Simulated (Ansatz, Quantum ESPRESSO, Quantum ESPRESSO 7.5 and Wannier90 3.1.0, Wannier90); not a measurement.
## Ballistic channels from Wannier functions: straight Pt chain, spacing 2.40 Å

Aim: a Wannier model and the conductance steps that follow from it, for this wire: straight Pt chain, spacing 2.40 Å.

Program: Quantum ESPRESSO 7.5 and Wannier90 3.1.0. Level of theory: plane-wave DFT, PBE, GBRV ultrasoft pseudopotentials (cross-check by Ansatz 0.2.0 with PAW datasets). Results are calculated unless marked as measured.

This is a report of a sequence of runs, with most program output left out.

## (1) Starting point

The cell holds 1 atom: 1 Pt. Its edges and angles: a = 8.000 Å, b = 8.000 Å, c = 2.400 Å, α = 90.0°, β = 90.0°, γ = 90.0°. Vacuum lies along a and b. The structure's axis is c.

Structure file:

```cif
data_structure
_symmetry_space_group_name_H-M 'P 1'
_symmetry_Int_Tables_number 1
_cell_length_a 8.0000
_cell_length_b 8.0000
_cell_length_c 2.4000
_cell_angle_alpha 90.000
_cell_angle_beta 90.000
_cell_angle_gamma 90.000
_cell_volume 153.60
loop_
_atom_site_label
_atom_site_type_symbol
_atom_site_fract_x
_atom_site_fract_y
_atom_site_fract_z
_atom_site_occupancy
Pt1 Pt 0.00000 0.00000 0.00000 1
```

## (2) Self-consistent run

scf.in

```
&control
  prefix = 'scf'
  outdir = './out'
  pseudo_dir = './pseudo'
  calculation = 'scf'
  tprnfor = .true.
/
&system
  ibrav = 0
  nat = 1
  ntyp = 1
  ecutwfc = 34
  ecutrho = 170
  occupations = 'smearing'
  smearing = 'mv'
  degauss = 0.005
/
&electrons
  conv_thr = 1e-07
  mixing_beta = 0.4
  electron_maxstep = 120
  mixing_mode = 'local-TF'
/
ATOMIC_SPECIES
  Pt  195.0840  pt_pbe_v1.4.uspp.F.UPF
CELL_PARAMETERS angstrom
  8.00000000000000 0.00000000000000 0.00000000000000
  0.00000000000000 8.00000000000000 0.00000000000000
  0.00000000000000 0.00000000000000 2.40000000000000
ATOMIC_POSITIONS crystal
  Pt  0.000000000000 0.000000000000 0.000000000000
K_POINTS automatic
  1 1 32 0 0 0
```

Started as:

```console
OMP_NUM_THREADS=1 mpirun -n 4 pw.x -nk 2 -in scf.in > scf.out
```

Wall time 5.3 s (4 MPI ranks of Intel Xeon at 2.60GHz (Ice Lake), shared host); peak memory 0.35 GiB.

This step gave:

* free energy: -2863.9824 eV
* Fermi energy: -3.403 eV

The program's own clock; routines nest. Time by routine:

```csv
routine,wall time (s),calls
PWSCF,4.61,1
electrons,3.66,1
c_bands,1.91,11
cegterg,1.73,99
fftw,1.5,7300
h_psi,1.49,419
vloc_psi,1.41,419
init_run,0.79,1
mix_rho,0.77,11
ffts,0.67,1183
sum_band,0.6,11
potinit,0.3,1
hinit0,0.29,1
interpolate,0.28,12
```

The run needed 11 iterations to bring the estimated error under 1e-07 Ry.

## (3) Full uniform mesh without symmetry

Wannier90 needs the states on a whole uniform mesh, listed point by point, without symmetry.

nscf.in

```
&control
  prefix = 'nscf'
  outdir = './out'
  pseudo_dir = './pseudo'
  calculation = 'nscf'
/
&system
  ibrav = 0
  nat = 1
  ntyp = 1
  ecutwfc = 34
  ecutrho = 170
  occupations = 'smearing'
  smearing = 'mv'
  degauss = 0.005
  nosym = .true.
  noinv = .true.
  nbnd = 37
/
&electrons
  conv_thr = 1e-08
  mixing_beta = 0.4
  electron_maxstep = 120
  mixing_mode = 'local-TF'
  diago_full_acc = .true.
/
ATOMIC_SPECIES
  Pt  195.0840  pt_pbe_v1.4.uspp.F.UPF
CELL_PARAMETERS angstrom
  8.00000000000000 0.00000000000000 0.00000000000000
  0.00000000000000 8.00000000000000 0.00000000000000
  0.00000000000000 0.00000000000000 2.40000000000000
ATOMIC_POSITIONS crystal
  Pt  0.000000000000 0.000000000000 0.000000000000
K_POINTS crystal
16
  0.0000000000 0.0000000000 0.0000000000 0.0625
  0.0000000000 0.0000000000 0.0625000000 0.0625
  0.0000000000 0.0000000000 0.1250000000 0.0625
  0.0000000000 0.0000000000 0.1875000000 0.0625
  0.0000000000 0.0000000000 0.2500000000 0.0625
  0.0000000000 0.0000000000 0.3125000000 0.0625
  0.0000000000 0.0000000000 0.3750000000 0.0625
  0.0000000000 0.0000000000 0.4375000000 0.0625
  0.0000000000 0.0000000000 0.5000000000 0.0625
  0.0000000000 0.0000000000 0.5625000000 0.0625
  0.0000000000 0.0000000000 0.6250000000 0.0625
  0.0000000000 0.0000000000 0.6875000000 0.0625
  0.0000000000 0.0000000000 0.7500000000 0.0625
  0.0000000000 0.0000000000 0.8125000000 0.0625
  0.0000000000 0.0000000000 0.8750000000 0.0625
  0.0000000000 0.0000000000 0.9375000000 0.0625
```

Started as:

```console
cp -r out/scf.save out/nscf.save
cp out/scf.xml out/nscf.xml
OMP_NUM_THREADS=1 mpirun -n 4 pw.x -nk 1 -in nscf.in > nscf.out
```

It took 8.7 s on 4 MPI ranks; peak memory 0.22 GiB; 34 s of CPU time.

Numbers from this step:

* Fermi energy: -3.428 eV

The program's own clock; routines nest. Time by routine:

```csv
routine,wall time (s),calls
PWSCF,7.99,1
electrons,7.28,1
c_bands,7.28,1
cegterg,7.06,49
h_psi,4.29,905
vloc_psi,4.1,905
fftw,3.77,31528
cdiaghg,1.23,856
init_run,0.58,1
potinit,0.28,1
ffts,0.27,1
interpolate,0.27,1
hinit0,0.25,1
fft,0.22,13
```

## (4) Neighbour list from wannier90 -pp, with dis_win_max − E_F = 9.0

A first try, with customary settings: the .win file sets projections and windows, and states in the frozen window are kept exactly.

wan_try.win

```
num_wann = 9
num_bands = 37
num_iter = 200
num_print_cycles = 20
conv_tol = 1e-8
conv_window = 5
guiding_centres = true
dis_num_iter = 1500
dis_conv_tol = 1e-8
dis_win_min = -14.4027
dis_win_max = 5.5973
dis_froz_max = -1.9027
search_shells = 120
fermi_energy = -3.4027

transport = true
transport_mode = bulk
one_dim_axis = z
dist_cutoff = 19.1
dist_cutoff_mode = one_dim
tran_win_min = -4.0
tran_win_max = 2.0
tran_energy_step = 0.02

bands_plot = true
bands_num_points = 96
begin kpoint_path
G 0.0 0.0 0.0 Z 0.0 0.0 0.5
end kpoint_path

begin projections
Pt:s;p;d
end projections

begin unit_cell_cart
ang
  8.0000000000 0.0000000000 0.0000000000
  0.0000000000 8.0000000000 0.0000000000
  0.0000000000 0.0000000000 2.4000000000
end unit_cell_cart

begin atoms_frac
  Pt 0.0000000000 0.0000000000 0.0000000000
end atoms_frac

mp_grid = 1 1 16
begin kpoints
  0.0 0.0 0.0000000000
  0.0 0.0 0.0625000000
  0.0 0.0 0.1250000000
  0.0 0.0 0.1875000000
  0.0 0.0 0.2500000000
  0.0 0.0 0.3125000000
  0.0 0.0 0.3750000000
  0.0 0.0 0.4375000000
  0.0 0.0 0.5000000000
  0.0 0.0 0.5625000000
  0.0 0.0 0.6250000000
  0.0 0.0 0.6875000000
  0.0 0.0 0.7500000000
  0.0 0.0 0.8125000000
  0.0 0.0 0.8750000000
  0.0 0.0 0.9375000000
end kpoints
```

Started as:

```console
OMP_NUM_THREADS=1 wannier90.x -pp wan_try > wan_try.pp.log
```

It took 0.61 s on 1 MPI rank; peak memory 0.09 GiB.

## (5) Overlaps and projections

The follow-up step for that run.

wan_try.p2w.in

```
&inputpp
  prefix = 'nscf'
  outdir = './out'
  seedname = 'wan_try'
  write_mmn = .true.
  write_amn = .true.
  write_unk = .false.
/
```

Started as:

```console
OMP_NUM_THREADS=1 mpirun -n 4 pw2wannier90.x -in wan_try.p2w.in > wan_try.p2w.out
```

Run time: 3.2 s. Hardware: 4 MPI ranks; peak memory 0.21 GiB; 12 s of CPU time.

## (6) Localisation, bands and conductance, with dis_win_max − E_F = 9.0

wan_try.win is that of step 4.

Started as:

```console
OMP_NUM_THREADS=1 wannier90.x wan_try > wan_try.run.log
```

Run time: 0.7 s. Hardware: 1 MPI rank; peak memory 0.09 GiB.

The input was rejected at the start.

The fault put into the input: an outer window with fewer states than Wannier functions at some k (dis_win_max − E_F = 9.0).

The outer window must hold at least num_wann states at every k: widen it, with enough bands computed to fill it.

## (7) Neighbour list from wannier90 -pp

The cure tried: a wider outer window, at both ends where needed.

The .win file sets projections and windows: states in the frozen window are kept exactly, the outer window gives room to disentangle.

wan.win is the input of step 6 with these lines changed:

```diff
@@ -10,3 +10,3 @@
 dis_win_min = -14.4027
-dis_win_max = 5.5973
+dis_win_max = 16.5973
 dis_froz_max = -1.9027
```

Started as:

```console
OMP_NUM_THREADS=1 wannier90.x -pp wan > wan.pp.log
```

Run time: 0.6 s. Hardware: 1 MPI rank; peak memory 0.09 GiB.

## (8) Overlaps and projections

pw2wannier90.x computes the overlaps between neighbouring k-points and the projections.

wan.p2w.in is the input of step 5 with these lines changed:

```diff
@@ -3,3 +3,3 @@
   outdir = './out'
-  seedname = 'wan_try'
+  seedname = 'wan'
   write_mmn = .true.
```

Started as:

```console
OMP_NUM_THREADS=1 mpirun -n 4 pw2wannier90.x -in wan.p2w.in > wan.p2w.out
```

The job ended after 3.5 s (4 MPI ranks; peak memory 0.2 GiB).

## (9) Localisation, bands and conductance

After disentangling and localising, transport_mode = bulk builds principal layers from hoppings within dist_cutoff and counts open channels.

wan.win is that of step 7.

Started as:

```console
OMP_NUM_THREADS=1 wannier90.x wan > wan.run.log
```

Elapsed: 10 s, on 1 MPI rank; peak memory 0.09 GiB.

This step gave:

| Property | Result |
| --- | --- |
| lead channels at the Fermi level, one spin | 4.000 |
| total spread | 11.70 Å² |
| gauge-invariant spread | 9.570 Å² |
| largest misfit to plane-wave levels between mesh points, inside the frozen window | 0.05244 eV |

Per spin. Table of quantum conductance of the perfect wire, open channels by energy, zero at the Fermi level:

energy (eV), quantum conductance of the perfect wire, open channels and a bar from the least value:
```
   -4.000       1.00 
   -3.800       3.00 ############
   -3.600       3.00 ############
   -3.400       3.00 ############
   -3.200       3.00 ############
   -3.000       3.00 ############
   -2.800       3.00 ############
   -2.600       3.00 ############
   -2.400       3.00 ############
   -2.200       3.00 ############
   -2.000       3.00 ############
   -1.800       3.00 ############
   -1.600       4.00 ##################
   -1.400       6.00 ##############################
   -1.200       6.00 ##############################
   -1.020       6.00 ##############################
   -0.800       6.00 ##############################
   -0.600       6.00 ##############################
   -0.400       4.00 ##################
   -0.200       4.00 ##################
    0.000       4.00 ##################
    0.200       4.00 ##################
    0.400       3.00 ############
    0.600       3.00 ############
    0.800       1.00 
    1.000       1.00 
    1.200       1.00 
    1.400       1.00 
    1.600       1.00 
    1.800       1.00 
    2.000       1.00
```

Wannier functions:

```csv
no.,x (Å),y (Å),z (Å),spread (Å²)
1,0.07158,0.3489,-1.2,1.694
2,0.2796,2.039,4.8,2.073
3,-0.8393,-0.04422,-6.20e-5,1.416
4,0.01905,-1.068,-3.65e-4,1.564
5,0.02867,0.1623,-0.003523,1.012
6,-0.01366,5.57e-4,3.52e-4,0.8414
7,0.002282,-0.05383,0.004074,0.8827
8,0.7106,-0.05235,-3.05e-4,1.334
9,-0.06075,0.06552,-4.20e-5,0.8854
```

The electronic bands at the labelled points (eV, zero at the Fermi level; # counts the bands kept):

```csv
point,#2,#3,#4,#5,#6,#7,#8,#9
Γ,-1.60,-1.46,-1.46,0.74,0.74,4.13,4.65,9.89
halfway,-2.11,-2.11,-0.98,-0.98,-0.49,7.06,7.82,11.98
Z,-3.84,-0.45,-0.44,0.28,5.88,9.72,10.46,10.69
```

Bands and channels are those of the Wannier model: bands that were not projected, and all outside the frozen window, are missing or only approximate.

Disentanglement stopped at its cap on iterations, so these spreads are not final.

At least 1 of the functions sits far from every atom, off the bonds: the outer window has let in states of the vacuum, so the basis is not the atomic one that was projected.

## (10) Neighbour list from wannier90 -pp, with dist_cutoff = 2.88

How much does a setting matter? One run is repeated with a change.

wan_w.win is the input of step 9 with these lines changed:

```diff
@@ -18,3 +18,3 @@
 one_dim_axis = z
-dist_cutoff = 19.1
+dist_cutoff = 2.88
 dist_cutoff_mode = one_dim
```

Started as:

```console
OMP_NUM_THREADS=1 wannier90.x -pp wan_w > wan_w.pp.log
```

Run time: 0.6 s. Hardware: 1 MPI rank; peak memory 0.09 GiB.

## (11) Overlaps and projections

The same post-processing, on the changed run.

wan_w.p2w.in

```
&inputpp
  prefix = 'nscf'
  outdir = './out'
  seedname = 'wan_w'
  write_mmn = .true.
  write_amn = .true.
  write_unk = .false.
/
```

Started as:

```console
OMP_NUM_THREADS=1 mpirun -n 4 pw2wannier90.x -in wan_w.p2w.in > wan_w.p2w.out
```

The job ended after 3.1 s (4 MPI ranks; peak memory 0.21 GiB; 12 s of CPU time).

## (12) Wannier functions and transport, with dist_cutoff = 2.88

A sensitivity test on the input.

wan_w.win is the input of step 9 with these lines changed:

```diff
@@ -18,3 +18,3 @@
 one_dim_axis = z
-dist_cutoff = 19.1
+dist_cutoff = 2.88
 dist_cutoff_mode = one_dim
```

Started as:

```console
OMP_NUM_THREADS=1 wannier90.x wan_w > wan_w.run.log
```

Elapsed: 5.5 s, on 1 MPI rank; peak memory 0.09 GiB.

The changed values were drawn from a wide range, not chosen for quality; the comparison shows what they did here together.

The total spread is 11.7 against 11.7 Å². Between −2 and 1.5 eV the channel count differs from the first run's at 17 % of the energies, and at the Fermi level it is 4 against 4. Spreads don't depend on this cutoff; only the transport does.

## (13) The same in Ansatz

A second code with its own PAW datasets, on the same atoms.

Level of this step: plane-wave DFT, PBE, Ansatz PAW (Ansatz 0.2.0).

System of this step: straight Pt chain, spacing 2.40 Å, 2 periods. The cell holds 2 atoms: 2 Pt. Cell: a = 8.000 Å, b = 8.000 Å, c = 4.800 Å, α = 90.0°, β = 90.0°, γ = 90.0°. Vacuum lies along a and b. The structure's axis is c.

input.yaml

```yaml
crystal:
  lattice:
    - [8.0, 0.0, 0.0]
    - [0.0, 8.0, 0.0]
    - [0.0, 0.0, 4.8]
  atoms:
    - { symbol: Pt, position: [0.0, 0.0, 0.0] }
    - { symbol: Pt, position: [0.0, 0.0, 0.5] }
kpoints:
  mp_grid: { grid: [1, 1, 16] }
hamiltonian:
  xc: pbe
scf:
  occupations: { method: fermi_dirac, width: 0.05 }
  convergence: { dr2_threshold: 1.0e-08 }
output:
  transmission:
    leads: [[0, 0]]
    e_range: [-4.0, 2.0]
    de: 0.05
    kmesh: [1, 1]
    reduced_basis: true
```

Started as:

```console
ansatz run input.yaml --threads 4 --pin off --max-ram 12288MiB --backend cpu --events-out ev --progress --plain --runs-dir out
```

It took 9.2 s on 4 threads; peak memory 0.58 GiB.

Read from the output:

| Property | Result |
| --- | --- |
| free energy | -25040.7857 eV |
| energy at zero smearing | -25040.7720 eV |
| smearing term TS | 0.02735 eV |
| Fermi energy | -3.318 eV |
| symmetry operations | 32 |
| lead channels at the Fermi level, one spin | 4 |

Per spin. The open channels by energy, zero at the Fermi level:

```csv
energy (eV),open channels
-4.000,1
-3.800,3
-3.600,3
-3.400,3
-3.200,3
-3.000,3
-2.800,3
-2.600,3
-2.400,3
-2.200,3
-2.000,3
-1.800,3
-1.600,4
-1.400,6
-1.200,6
-1.000,6
-0.800,6
-0.600,6
-0.400,4
-0.200,4
0.000,4
0.200,4
0.400,3
0.600,3
0.800,1
1.000,1
1.200,1
1.400,1
1.600,1
1.800,1
2.000,1
```

## (14) A check by hand

4 channels × 77.48 µS = 310 µS, a two-terminal resistance of 12.906/4 = 3.23 kΩ whatever the wire's length, as long as nothing scatters.

## (15) What came out

| Quantity | Value |
| --- | --- |
| open channels at the Fermi level, per spin | 4 |
| total spread | 11.7 Å² |
| gauge-invariant spread | 9.57 Å² |
| largest band misfit in the frozen window | 0.0524 eV |
| channels at the Fermi level by Ansatz | 4 |

In words: The wire offers 4 channels per spin at the Fermi level. Between -4 and 1.5 eV the channel count from Wannier functions equals that from Ansatz's layer matching at 96 % of the energies; outside the frozen window the Wannier bands are not held to the plane-wave ones. The interpolated bands miss plane-wave levels by up to 0.05 eV between mesh points, so steps of the conductance can sit that far off. Disentanglement stopped at its cap on iterations, so the spreads are not final; the frozen states are kept all the same. At least one function lies in the vacuum, so the spreads don't describe atomic orbitals, though the frozen bands are still reproduced. The wire is perfect, so the conductance only counts bands: each channel, with its partner of the other spin, carries G₀ = 2e²/h. It was run without spin polarisation, which was not tested. Spin-orbit coupling is left out; depending on the atoms that carry the levels of interest, it can split and shift them by tenths of an eV to an eV or more.

[Logs are printed without paths, hosts, clocks, repeated set-up lines and the standing remarks that a program may print on its own settings, such as how far it seeks lower states.]

[Hosts, paths, dates, database ids (printed as entryN), source tags and the programs' standing remarks are cut or masked in the printed files.]

[Maps of the electrostatic potential energy from Ansatz leave out the sawtooth potential of an applied field or a dipole correction, so their vacuum need not be flat; planar profiles and work functions include it.]
